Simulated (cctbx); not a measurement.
## What is wrong with this refinement?

Cell a = 3.7990 Å, b = 3.7990 Å, c = 15.8560 Å, α = 90.00°, β = 90.00°, γ = 90.00°; space group P4/mmm (no. 123). The compound is DyCd2Cu3Pb2O8.

Simulated single-crystal data (cctbx): Mo Kα, λ = 0.71073 Å, to d = 0.84 Å, 80 % of the full sphere, strongest reflection 40000 counts, noise from counting, a 2 % proportional error and a noise floor of 15 counts (s.d.); no absorption.

An anisotropic refinement with weights 1/σ² prints:

```text
Rint 0.021, 172 unique reflections to 0.84 A
cycle     R1     wR2    GooF  max shift (A)
   1  0.0708  0.1357   8.120   0.01681
   2  0.0488  0.0925   5.538   0.00040
final R1 0.0488 wR2 0.0925 GooF 5.538  parameters 20  data/parameter 8.6
atom        x        y        z      Ueq    occ   su(xyz)  su(Uiso or U11)
Pb1    0.50000  0.50000  0.61292   0.0411  1.000  0.00014  0.0009
Dy1    0.00000  0.00000  0.00000   0.0143  1.000  0.00000  0.0009
Cd1    0.00000  0.00000  0.22148   0.0187  1.000  0.00020  0.0010
Cu1    0.50000  0.50000  0.10689   0.0265  1.000  0.00037  0.0017
Cu2    0.00000  0.00000  0.50000   0.0311  1.000  0.00000  0.0028
O1     0.50000  0.50000  0.24924   0.0429  1.000  0.00222  0.0139
O2     0.50000  0.00000  0.91144   0.0416  1.000  0.00158  0.0112
difference map: max 9.75 min -1.58 rms 0.50
Q1    0.0000  0.0000  0.3836    2    9.83  1.85 A from Cu2
Q2    0.0000  0.0000  0.4666    2    1.75  0.53 A from Cu2
Q3    0.5000  0.5000  0.3741    2    1.66  0.21 A from Pb1
Q4    0.0000  0.0000  0.0000    1    1.58  0.00 A from Dy1
Q5    0.5000  0.5000  0.0000    1    1.41  1.69 A from Cu1
Q6    0.5000  0.5000  0.2570    2    1.07  0.12 A from O1
```

**Question.** Can this result stand? If not, what is the likely fault?

Mend it. The fault: an atom left out, O at (0, 0, 0.6163). Against the right model at the same level, R1 goes from 0.0081 to 0.0488 and GooF from 0.86 to 5.54 and the top difference peak, 9.8 e/Å³, lies 1.85 Å from Cu2. Q1 is the missing atom. With scattering power missing, scale and phases suffer, so peaks may also grow on the heavy atoms.

The compound is DyCd2Cu3Pb2O8. The right model at the same level gives:

```text
Rint 0.021, 172 unique reflections to 0.84 A
cycle     R1     wR2    GooF  max shift (A)
   1  0.0491  0.0949   5.737   0.05334
   2  0.0081  0.0142   0.859   0.00008
final R1 0.0081 wR2 0.0142 GooF 0.859  parameters 23  data/parameter 7.5
atom        x        y        z      Ueq    occ   su(xyz)  su(Uiso or U11)
Pb1    0.50000  0.50000  0.61296   0.0418  1.000  0.00002  0.0001
Dy1    0.00000  0.00000  0.00000   0.0149  1.000  0.00000  0.0001
Cd1    0.00000  0.00000  0.22142   0.0195  1.000  0.00003  0.0002
Cu1    0.50000  0.50000  0.10749   0.0273  1.000  0.00006  0.0003
Cu2    0.00000  0.00000  0.50000   0.0310  1.000  0.00000  0.0004
O1     0.00000  0.00000  0.61575   0.0473  1.000  0.00039  0.0021
O2     0.50000  0.50000  0.25070   0.0394  1.000  0.00032  0.0021
O3     0.50000  0.00000  0.91210   0.0441  1.000  0.00025  0.0017
difference map: max 1.08 min -0.72 rms 0.13
Q1    0.5000  0.5000  0.0000    1    1.08  1.70 A from Cu1
Q2    0.0000  0.0000  0.1634    2    0.80  0.92 A from Cd1
Q3    0.1543  0.1543  0.5000    4    0.51  0.83 A from Cu2
Q4    0.0000  0.5000  0.4540    4    0.44  2.03 A from Cu2
Q5    0.5000  0.5000  0.0609    2    0.43  0.74 A from Cu1
Q6    0.1246  0.1246  0.3633    8    0.35  0.75 A from O1
```

The model was made for the exercise: a known structure type with other elements put in, its volume estimated, not relaxed; displacement parameters are assumed.

[Middle refinement cycles are left out of these outputs.]

[Logs are printed without paths, hosts, clocks, repeated set-up lines and the standing remarks that a program may print on its own settings, such as how far it seeks lower states.]
